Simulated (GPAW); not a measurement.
**Near-edge structure at the S K edge of TlS (R-3m)**

Aim: the near-edge shape at the S K edge of TlS (R-3m), and what the core hole does to it.

Program: GPAW 26.7.0. Level of theory: X-ray absorption from dipole matrix elements to empty bands, plane-wave PAW LDA, without spin-orbit coupling. Results are calculated unless marked as measured.

## 1. Starting point

It takes space group R-3m (No. 166, trigonal). The conventional cell has a = 4.003 Å, b = 4.003 Å, c = 21.911 Å, α = 90.00°, β = 90.00°, γ = 120.00°. Tl has 6 S at 3.16 Å nearest. Nearest to Tl lie 6 S at 2.75 Å. S has 6 Tl at 2.75 to 3.16 Å nearest. Farther neighbours and most contacts between anions are not listed.

Structure file:

```
Tl S
1.0
     2.00133    1.15547    7.30352
    -2.00133    1.15547    7.30352
     0.00000   -2.31094    7.30352
Tl S
2 2
Direct
  0.50000 0.50000 0.50000
  0.00000 0.00000 0.00000
  0.26490 0.26490 0.26490
  0.73510 0.73510 0.73510
```

## 2. The field without a hole

The ground state comes first: it tells whether the system has a gap, which decides how the excited electron is treated.

Contents of scf.py:

```python
import numpy as np
from ase import Atoms
from ase.parallel import parprint, paropen
from gpaw import GPAW, PW, FermiDirac, Mixer, MixerDif, setup_paths
from gpaw.test import gen
setup_paths.insert(0, '.')
gen('S', name='nch1s', xcname='LDA', corehole=(1, 0, 0), write_xml=True)
from gpaw.mpi import world
world.barrier()

atoms = Atoms('Tl2S2',
    cell=[[2.00133425, 1.15547087, 7.30351667],
     [-2.00133425, 1.15547087, 7.30351667],
     [0, -2.31094174, 7.30351667]],
    scaled_positions=[[0.5, 0.5, 0.5],
     [0, 0, 0],
     [0.26489654, 0.26489654, 0.26489654],
     [0.73510346, 0.73510346, 0.73510346]],
    pbc=True)
atoms.calc = calc = GPAW(legacy_gpaw=True, mode=PW(430), xc='LDA', setups={2: 'nch1s'},
    kpts={'size': (7, 7, 7), 'gamma': True}, occupations=FermiDirac(0.05),
    charge=0, mixer=Mixer(0.1, 5, 50), maxiter=150,
    convergence={'density': 0.0001}, txt='scf.txt')
energy = atoms.get_potential_energy() + calc.get_reference_energy()
ef = calc.get_fermi_level()
out = dict(energy=energy, fermi=ef, forces=atoms.get_forces().tolist())
parprint(f'all-electron energy {energy:.4f} eV, Fermi level {ef:.4f} eV')
ev = np.array([[calc.get_eigenvalues(k, s) for k in range(len(calc.get_ibz_k_points()))] for s in range(calc.get_number_of_spins())])
out['homo'], out['lumo'], out['counts'] = ev[ev < ef].max(), ev[ev > ef].min(), sorted(set((ev < ef).sum((0, 2)).tolist()))
out['filled'] = (ev[:, 0] < ef).sum(1).tolist()
import json
with paropen('out.json', 'w') as f:
    json.dump(out, f)
```

Started as:

```sh
OMP_NUM_THREADS=1 mpirun -n 4 gpaw python scf.py
```

Numbers of over 12 decimals in the logs are rounded to 6 here.

The log of the run:

```text
Input parameters:
  convergence: {density: 0.0001}
  kpts: {gamma: True,
         size: (7, 7, 7)}
  maxiter: 150
  mixer: {backend: pulay,
          beta: 0.1,
          method: separate,
          nmaxold: 5,
          weight: 50}
  mode: {ecut: 430.0,
         name: pw}
  occupations: {fixmagmom: False,
                name: fermi-dirac,
                width: 0.05}
  setups: {2: nch1s}

Initialize ...

[... PAW data sets ...]

Reference energy: -1121144.842922  # eV

Spin-paired calculation

[... convergence settings ...]
Symmetries present (total): 2
  [... symmetry matrices ...]

343 k-points: 7 x 7 x 7 Monkhorst-Pack grid
100 k-points in the irreducible part of the Brillouin zone
       k-points in crystal coordinates                weights
   0:     0.00000000    0.00000000    0.00000000          1/343
   1:     0.00000000    0.00000000    0.14285714          2/343
   2:     0.00000000    0.00000000    0.28571429          2/343
   3:     0.00000000    0.00000000    0.42857143          2/343
   4:     0.14285714   -0.14285714    0.00000000          2/343
   5:     0.14285714   -0.14285714    0.14285714          4/343
   6:     0.14285714   -0.14285714    0.28571429          4/343
   7:     0.14285714   -0.14285714    0.42857143          4/343
   8:     0.14285714    0.00000000   -0.42857143          4/343
   9:     0.14285714    0.00000000   -0.28571429          4/343
          ...
  99:     0.42857143    0.42857143    0.42857143          2/343

Wave functions: Plane wave expansion
  Cutoff energy: 430.000 eV
  Number of coefficients (min, max): 2029, 2073
  Pulay-stress correction: 0.000000 eV/Ang^3 (de/decut=0.000000)
  Using FFTW library
  Wavefunction extrapolation:
    Improved wavefunction reuse through dual PAW basis

Occupation numbers: Fermi-Dirac:
  width: 0.0500  # eV

Eigensolver
   Davidson(niter=2)

Densities:
  Coarse grid: 40*40*40 grid
  Fine grid: 80*80*80 grid
  Total Charge: 0.000000

Density mixing:
  Method: separate
  Backend: pulay
  Linear mixing parameter: 0.1
  old densities: 5
  Width of damping distribution: 1.1
  Damping of long wavelength oscillations: 50

[... Hamiltonian set-up ...]
Number of atoms: 4
Number of atomic orbitals: 26
Number of bands in calculation: 26
Number of valence electrons: 38
Bands to converge: occupied

... initialized

Initializing position-dependent things.

Density initialized from atomic densities
Creating initial wave functions:
  26 bands from LCAO basis set

       S

       Tl

       S

       Tl

Atomic positions and initial magnetic moments

Positions:
   0 Tl     0.000000    0.000000   10.955275    ( 0.0000,  0.0000,  0.0000)
   1 Tl     0.000000    0.000000    0.000000    ( 0.0000,  0.0000,  0.0000)
   2 S      0.000000   -0.000000    5.804029    ( 0.0000,  0.0000,  0.0000)
   3 S     -0.000000    0.000000   16.106521    ( 0.0000,  0.0000,  0.0000)

Unit cell:
           periodic     x           y           z      points  spacing
  1. axis:    yes    2.001334    1.155471    7.303517    40     0.0856
  2. axis:    yes   -2.001334    1.155471    7.303517    40     0.0856
  3. axis:    yes    0.000000   -2.310942    7.303517    40     0.0856

  Lengths:   7.660405   7.660405   7.660405
  Angles:   30.289319  30.289319  30.289319

Effective grid spacing dv^(1/3) = 0.1166

iter:   1   -17.144766
iter:   2   -16.869048   -1.80  -1.24
iter:   3   -16.517719   -1.61  -1.33
iter:   4   -16.512376   -3.16  -1.70
iter:   5   -16.503695c  -3.36  -1.77
iter:   6   -16.501523c  -4.05  -2.60
iter:   7   -16.501418c  -5.22  -2.97
iter:   8   -16.501389c  -5.50  -3.10
iter:   9   -16.501384c  -5.50  -3.21
iter:  10   -16.501383c  -6.00  -3.61
iter:  11   -16.501381c  -7.14  -4.00
iter:  12   -16.501379c  -6.54  -4.05c
iter:  13   -16.501379c  -7.33  -4.17c
iter:  14   -16.501378c  -7.72c -4.28c

Converged after 14 iterations.

Dipole moment: (-0.000000, -0.000000, -0.000000) |e|*Ang

Energy contributions relative to reference atoms: (reference = -1121144.842922)

Kinetic:        +15.384551
Potential:      -15.202051
External:        +0.000000
XC:             -16.888001
Entropy (-ST):   -0.002939
Local:           +0.205592
SIC:             +0.000000
--------------------------
Free energy:    -16.502848
Extrapolated:   -16.501378

Showing only first 2 kpts
 Kpt  Band  Eigenvalues  Occupancy
  0    17      4.41423    2.00000
  0    18      4.41423    2.00000
  0    19      7.12831    0.00000
  0    20      7.52670    0.00000

  1    17      4.30405    2.00000
  1    18      4.41340    2.00000
  1    19      6.52590    0.00000
  1    20      8.31590    0.00000

Fermi level: 5.23580

No gap
No difference between direct/indirect transitions

Forces in eV/Ang:
  0 Tl    0.00000   -0.00000   -0.00000
  1 Tl    0.00000    0.00000    0.00000
  2 S     0.00000    0.00000   -0.03645
  3 S     0.00000   -0.00000    0.03645
Scalar-relativistic atomic LDA calculation for S (Sulfur, Z=16)
Core hole in 1s state (1s occupation: 2.0)
450 radial gridpoints.
|------------------------------------------------|
|------------------------------------------------|
[... the atom generator's iteration count ...]

Energy contributions:
-------------------------
Kinetic:     +398.923399
XC:           -24.210329
Potential:   -772.509196
-------------------------
Total:       -397.796126

state      eigenvalue         ekin         rmax
-----------------------------------------------
1s^2.0 :   -88.078630   121.519046        0.063
2s^2.0 :    -7.745453    18.438857        0.389
2p^6.0 :    -5.751715    17.606302        0.325
3s^2.0 :    -0.634959     2.788351        1.406
3p^4.0 :    -0.261139     1.948270        1.598
-----------------------------------------------
(units: Bohr and Hartree)

Generating PAW setup
Kinetic energy of the core from tauc = 386.637961
Cutoffs:
rc(s)=1.840
rc(p)=1.850
rc(d)=1.700
rc(vbar)=1.720
rc(comp)=1.430
rc(nct)=1.850

Kinetic energy of the core states: 385.553617
Charge: 0.0
Core electrons: 10.0
Valence electrons: 6.0
Pseudo-core charge: 0.059824
Shape function alpha=4.890
Pseudo-electron charge 6.430847
state    eigenvalue         norm
--------------------------------
3s(2) :    -0.634959     1.191395
*s    :     0.365041
3p(4) :    -0.261139     0.997058
*p    :     0.738861
*d    :     0.000000
--------------------------------

Diagonalizing with gridspacing h=0.050

state   all-electron     PAW
-------------------------------
3s:      -0.634959    -0.635587
3p:      -0.261139    -0.261554
*d:                    0.043150
*f:                    0.074695
-------------------------------
all-electron energy -1121161.3443 eV, Fermi level 5.2358 eV
```

The job ended after 64 s (4 MPI ranks of Arm Neoverse V2, shared host; peak memory 0.28 GiB).

The mesh shows no gap, so the system is treated as a metal and the core electron is put at the Fermi level (neutral cell).

## 3. Spectrum without a core hole, S atom 3

Without a hole the spectrum is the empty density of states of the right symmetry on the absorber, weighted by matrix elements. It needs only the small cell and serves as the baseline. The data set with a hole of occupation 0 only carries the core orbital.

The absorber has 3 Tl at 2.75 Å and 3 Tl at 3.16 Å (distorted octahedral, site symmetry 3m).

Contents of xas.py:

```python
import numpy as np
from ase import Atoms
from ase.parallel import parprint, paropen
from gpaw import GPAW, PW, FermiDirac, Mixer, MixerDif, setup_paths
from gpaw.test import gen
setup_paths.insert(0, '.')
gen('S', name='nch1s', xcname='LDA', corehole=(1, 0, 0), write_xml=True)
from gpaw.mpi import world
world.barrier()

atoms = Atoms('Tl2S2',
    cell=[[2.00133425, 1.15547087, 7.30351667],
     [-2.00133425, 1.15547087, 7.30351667],
     [0, -2.31094174, 7.30351667]],
    scaled_positions=[[0.5, 0.5, 0.5],
     [0, 0, 0],
     [0.26489654, 0.26489654, 0.26489654],
     [0.73510346, 0.73510346, 0.73510346]],
    pbc=True)
atoms.calc = calc = GPAW(legacy_gpaw=True, mode=PW(430), xc='LDA', setups={2: 'nch1s'},
    kpts={'size': (10, 10, 10), 'gamma': True}, occupations=FermiDirac(0.1),
    charge=0, mixer=Mixer(0.1, 5, 50), maxiter=150,
    convergence={'density': 0.0001}, txt='scf.txt')
energy = atoms.get_potential_energy() + calc.get_reference_energy()
ef = calc.get_fermi_level()
out = dict(energy=energy, fermi=ef, forces=atoms.get_forces().tolist())
parprint(f'all-electron energy {energy:.4f} eV, Fermi level {ef:.4f} eV')
ev = np.array([[calc.get_eigenvalues(k, s) for k in range(len(calc.get_ibz_k_points()))] for s in range(calc.get_number_of_spins())])
out['homo'], out['lumo'], out['counts'] = ev[ev < ef].max(), ev[ev > ef].min(), sorted(set((ev < ef).sum((0, 2)).tolist()))
out['filled'] = (ev[:, 0] < ef).sum(1).tolist()

from ase.units import Ha
from gpaw.xas import dipole_matrix_elements
nb = int(calc.get_number_of_electrons() / 2) + 63
top, nb = nb, nb + 8 + nb // 12
nscf = calc.fixed_density(kpts={'size': (6, 6, 6), 'gamma': True}, nbands=nb,
    convergence={'bands': top, 'eigenstates': 1e-5}, maxiter=60, txt='nscf.txt')
cell = atoms.cell.array
ops = [cell.T @ U.T @ np.linalg.inv(cell.T) for U in nscf.wfs.kd.symmetry.op_scc]
E = np.arange(-25, 34, 0.1)
fwhm = np.interp(E, [4, 25], [0.9, 3.5])
Y, X, zero, highest = 0, 0, 1e9, 1e9
for spin in range(nscf.get_number_of_spins()):
    wfs = nscf.wfs
    A = dipole_matrix_elements(wfs.setups[2])
    eps = np.zeros((wfs.kd.nibzkpts, nb))
    d = np.zeros((3, A.shape[1], wfs.kd.nibzkpts, nb), complex)
    for kpt in wfs.kpt_u:
        if kpt.s == spin and 2 in kpt.P_ani:
            eps[kpt.k] = kpt.eps_n * Ha
            d[:, :, kpt.k] = (kpt.weight * wfs.nspins / 2) ** 0.5 * np.inner(A, kpt.P_ani[2])
    world.sum(eps)
    world.sum(d)
    T = np.einsum('amkn,bmkn->abkn', d, d.conj()).real
    T = sum(np.einsum('ai,ijkn,bj->abkn', R, T, R) for R in ops) / len(ops)
    empty = eps > ef
    zero, highest = min(zero, eps[empty].min()), min(highest, eps[:, top - 1].min())
    lines = [(eps, T, empty)] if spin == 0 else lines + [(eps, T, empty)]
for eps, T, empty in lines:
    f = np.einsum('aakn->akn', T).reshape(3, -1)
    x = eps.ravel() - zero
    w = np.interp(x, E, fwhm) / 2.35482
    g = np.exp(-0.5 * ((E[:, None] - x) / w) ** 2) / (w * (2 * np.pi) ** 0.5)
    Y = Y + (f * empty.ravel()) @ g.T
    X = X + (f * ~empty.ravel()) @ g.T
out.update(E=E.round(2).tolist(), xas=Y.tolist(), xes=X.tolist(), zero=zero, valid=highest - zero, nk=len(eps), nb=nb)
for i in range(0, len(E), 10):
    parprint(f'{E[i]:7.2f}', *(f'{v:10.3e}' for v in Y[:, i]))
import json
with paropen('out.json', 'w') as f:
    json.dump(out, f)
```

Started as:

```sh
OMP_NUM_THREADS=1 mpirun -n 4 gpaw python xas.py
```

The log of the run:

```text
Input parameters:
  convergence: {density: 0.0001}
  kpts: {gamma: True,
         size: (10, 10, 10)}
  maxiter: 150
  mixer: {backend: pulay,
          beta: 0.1,
          method: separate,
          nmaxold: 5,
          weight: 50}
  mode: {ecut: 430.0,
         name: pw}
  occupations: {fixmagmom: False,
                name: fermi-dirac,
                width: 0.1}
  setups: {2: nch1s}

Initialize ...

[...]
*p    :     0.738861
*d    :     0.000000
--------------------------------

Diagonalizing with gridspacing h=0.050

state   all-electron     PAW
-------------------------------
3s:      -0.634959    -0.635587
3p:      -0.261139    -0.261554
*d:                    0.043150
*f:                    0.074695
-------------------------------
all-electron energy -1121161.3420 eV, Fermi level 5.3014 eV
[...]
32.00  3.151e-06  3.151e-06  2.957e-06
  33.00  3.173e-06  3.173e-06  2.766e-06
[key lines of the parts left out:]
Converged after 13 iterations.
Dipole moment: (-0.000000, -0.000000, -0.000000) |e|*Ang
Free energy:    -16.507327
Fermi level: 5.30138
```

Elapsed: 4.5 min, on 4 MPI ranks; peak memory 0.5 GiB.

The S K spectrum, S atom 3, no core hole (energy from the lowest empty level; intensity scaled to a mean of 1 over the first 20 eV; polarised curves are means over the symmetry-equivalent atoms):

| E (eV) | isotropic | ε ⊥ c | ε ∥ c |
| --- | --- | --- | --- |
| -2.0 | 0.00 | 0.00 | 0.00 |
| -1.5 | 0.00 | 0.00 | 0.00 |
| -1.0 | 0.00 | 0.00 | 0.00 |
| -0.5 | 0.05 | 0.04 | 0.06 |
| 0.0 | 0.53 | 0.56 | 0.48 |
| 0.5 | 1.88 | 2.03 | 1.58 |
| 1.0 | 2.14 | 2.22 | 1.98 |
| 1.5 | 0.91 | 0.85 | 1.03 |
| 2.0 | 0.53 | 0.41 | 0.75 |
| 2.5 | 0.73 | 0.55 | 1.10 |
| 3.0 | 0.72 | 0.61 | 0.93 |
| 3.5 | 0.86 | 0.91 | 0.75 |
| 4.0 | 1.24 | 1.39 | 0.95 |
| 4.5 | 1.36 | 1.50 | 1.07 |
| 5.0 | 1.41 | 1.38 | 1.46 |
| 5.5 | 1.74 | 1.54 | 2.13 |
| 6.0 | 2.62 | 2.51 | 2.82 |
| 6.5 | 2.81 | 2.95 | 2.52 |
| 7.0 | 1.83 | 2.04 | 1.40 |
| 7.5 | 0.96 | 1.10 | 0.69 |
| 8.0 | 0.56 | 0.62 | 0.45 |
| 8.5 | 0.38 | 0.39 | 0.34 |
| 9.0 | 0.33 | 0.35 | 0.31 |
| 9.5 | 0.38 | 0.39 | 0.35 |
| 10.0 | 0.44 | 0.44 | 0.43 |
| 10.5 | 0.48 | 0.46 | 0.52 |
| 11.0 | 0.51 | 0.45 | 0.62 |
| 11.5 | 0.54 | 0.46 | 0.71 |
| 12.0 | 0.60 | 0.51 | 0.78 |
| 12.5 | 0.67 | 0.60 | 0.79 |
| 13.0 | 0.72 | 0.69 | 0.77 |
| 13.5 | 0.77 | 0.77 | 0.75 |
| 14.0 | 0.81 | 0.83 | 0.75 |
| 14.5 | 0.85 | 0.89 | 0.77 |
| 15.0 | 0.88 | 0.93 | 0.80 |
| 15.5 | 0.93 | 0.97 | 0.83 |
| 16.0 | 0.97 | 1.02 | 0.87 |
| 16.5 | 1.00 | 1.04 | 0.93 |
| 17.0 | 1.00 | 1.02 | 0.98 |
| 17.5 | 0.98 | 0.95 | 1.02 |
| 18.0 | 0.94 | 0.88 | 1.05 |
| 18.5 | 0.90 | 0.82 | 1.07 |
| 19.0 | 0.89 | 0.80 | 1.08 |
| 19.5 | 0.90 | 0.82 | 1.06 |
| 20.0 | 0.92 | 0.86 | 1.03 |
| 20.5 | 0.93 | 0.89 | 1.00 |
| 21.0 | 0.94 | 0.92 | 0.98 |
| 21.5 | 0.95 | 0.94 | 0.96 |
| 22.0 | 0.96 | 0.96 | 0.96 |
| 22.5 | 0.97 | 0.98 | 0.96 |
| 23.0 | 0.99 | 1.00 | 0.96 |
| 23.5 | 1.01 | 1.03 | 0.96 |
| 24.0 | 1.02 | 1.06 | 0.95 |
| 24.5 | 1.02 | 1.06 | 0.93 |
| 25.0 | 1.00 | 1.05 | 0.91 |
| 25.5 | 0.98 | 1.02 | 0.89 |
| 26.0 | 0.95 | 0.98 | 0.88 |
| 26.5 | 0.92 | 0.94 | 0.87 |
| 27.0 | 0.90 | 0.91 | 0.87 |
| 27.5 | 0.89 | 0.90 | 0.87 |
| 28.0 | 0.89 | 0.90 | 0.89 |
| 28.5 | 0.91 | 0.91 | 0.90 |
| 29.0 | 0.92 | 0.92 | 0.92 |
| 29.5 | 0.94 | 0.93 | 0.94 |
| 30.0 | 0.95 | 0.95 | 0.95 |
| 30.5 | 0.96 | 0.96 | 0.96 |
| 31.0 | 0.98 | 0.98 | 0.97 |
| 31.5 | 0.99 | 1.00 | 0.97 |
| 32.0 | 1.00 | 1.02 | 0.96 |

Main maxima below 24 eV (height): 0.8 eV (2.32), 6.3 eV (2.91) and 16.8 eV (1.01). A K edge sees empty p states on the absorber.

The same matrix elements for filled bands give the S K emission of S atom 3 (ground-state approximation; energy from the lowest empty level, largest value 1):

| E (eV) | emission |
| --- | --- |
| -24.00 | 0.00 |
| -23.25 | 0.00 |
| -22.50 | 0.00 |
| -21.75 | 0.00 |
| -21.00 | 0.00 |
| -20.25 | 0.00 |
| -19.50 | 0.00 |
| -18.75 | 0.00 |
| -18.00 | 0.00 |
| -17.25 | 0.00 |
| -16.50 | 0.00 |
| -15.75 | 0.00 |
| -15.00 | 0.00 |
| -14.25 | 0.00 |
| -13.50 | 0.00 |
| -12.75 | 0.00 |
| -12.00 | 0.00 |
| -11.25 | 0.02 |
| -10.50 | 0.02 |
| -9.75 | 0.00 |
| -9.00 | 0.00 |
| -8.25 | 0.00 |
| -7.50 | 0.01 |
| -6.75 | 0.11 |
| -6.00 | 0.12 |
| -5.25 | 0.11 |
| -4.50 | 0.09 |
| -3.75 | 0.31 |
| -3.00 | 0.57 |
| -2.25 | 0.89 |
| -1.50 | 0.99 |
| -0.75 | 0.68 |
| 0.00 | 0.15 |
| 0.75 | 0.00 |
| 1.50 | 0.00 |
| 2.25 | 0.00 |
| 3.00 | 0.00 |

Emission maxima: -6.4 eV (0.14) and -1.6 eV (1.00).

## 4. Reference energy of the supercell

The photon energy needs a difference of total energies, so the cell and mesh of the coming hole run are first run without a hole.

scf.py, as its differences from that of step 2:

```diff
@@ -10,13 +10,21 @@
 
-atoms = Atoms('Tl2S2',
-    cell=[[2.00133425, 1.15547087, 7.30351667],
-     [-2.00133425, 1.15547087, 7.30351667],
-     [0, -2.31094174, 7.30351667]],
-    scaled_positions=[[0.5, 0.5, 0.5],
+atoms = Atoms('Tl6S6',
+    cell=[[0, 6.93282521, 0],
+     [6.00400275, 3.4664126, 0],
+     [-2.00133425, -1.15547087, -7.30351667]],
+    scaled_positions=[[0, 0.5, 0.5],
+     [0.33333333, 0.83333333, 0.5],
+     [0.66666667, 0.16666667, 0.5],
      [0, 0, 0],
-     [0.26489654, 0.26489654, 0.26489654],
-     [0.73510346, 0.73510346, 0.73510346]],
+     [0.33333333, 0.33333333, 0],
+     [0.66666667, 0.66666667, 0],
+     [0, 0.73510346, 0.20531038],
+     [0.33333333, 0.06843679, 0.20531038],
+     [0.66666667, 0.40177013, 0.20531038],
+     [0, 0.26489654, 0.79468962],
+     [0.33333333, 0.59822987, 0.79468962],
+     [0.66666667, 0.93156321, 0.79468962]],
     pbc=True)
-atoms.calc = calc = GPAW(legacy_gpaw=True, mode=PW(430), xc='LDA', setups={2: 'nch1s'},
-    kpts={'size': (7, 7, 7), 'gamma': True}, occupations=FermiDirac(0.05),
+atoms.calc = calc = GPAW(legacy_gpaw=True, mode=PW(430), xc='LDA', setups={6: 'nch1s'},
+    kpts={'size': (3, 3, 3), 'gamma': True}, occupations=FermiDirac(0.1),
     charge=0, mixer=Mixer(0.1, 5, 50), maxiter=150,
```

Started as:

```sh
OMP_NUM_THREADS=1 mpirun -n 4 gpaw python scf.py
```

The log of the run:

```text
Input parameters:
  convergence: {density: 0.0001}
  kpts: {gamma: True,
         size: (3, 3, 3)}
  maxiter: 150
  mixer: {backend: pulay,
          beta: 0.1,
          method: separate,
          nmaxold: 5,
          weight: 50}
  mode: {ecut: 430.0,
         name: pw}
  occupations: {fixmagmom: False,
                name: fermi-dirac,
                width: 0.1}
  setups: {6: nch1s}

Initialize ...

[...]
3s(2) :    -0.634959     1.191395
*s    :     0.365041
3p(4) :    -0.261139     0.997058
*p    :     0.738861
*d    :     0.000000
--------------------------------

Diagonalizing with gridspacing h=0.050

state   all-electron     PAW
-------------------------------
3s:      -0.634959    -0.635587
3p:      -0.261139    -0.261554
*d:                    0.043150
*f:                    0.074695
-------------------------------
all-electron energy -3363484.0087 eV, Fermi level 5.3488 eV
[key lines of the parts left out:]
Converged after 13 iterations.
Dipole moment: (0.000000, 0.000000, 0.000000) |e|*Ang
Free energy:    -49.505776
Fermi level: 5.34883
```

It took 40 s on 4 MPI ranks; peak memory 0.31 GiB; 2.7 min of CPU time.

Reference energy: -3363484.009 eV with the cores included.

(Part 1 of 2 ends here.)

[Banner, clock and machine lines of the logs are left out without a mark of their own.]

[Logs are printed without paths, hosts, clocks, repeated set-up lines and the standing remarks that a program may print on its own settings, such as how far it seeks lower states.]

[Hosts, paths, dates, database ids (printed as entryN), source tags and the programs' standing remarks are cut or masked in the printed files.]

[Lists of maxima count a maximum above −3 eV only where it reaches 4 % of the highest in the window and stands out from its surroundings by 2 % of it (1.5 % where it reaches 55 %); shoulders and weaker maxima are passed over, and of the rest the first, up to two pre-edge ones and the few strongest are named.]
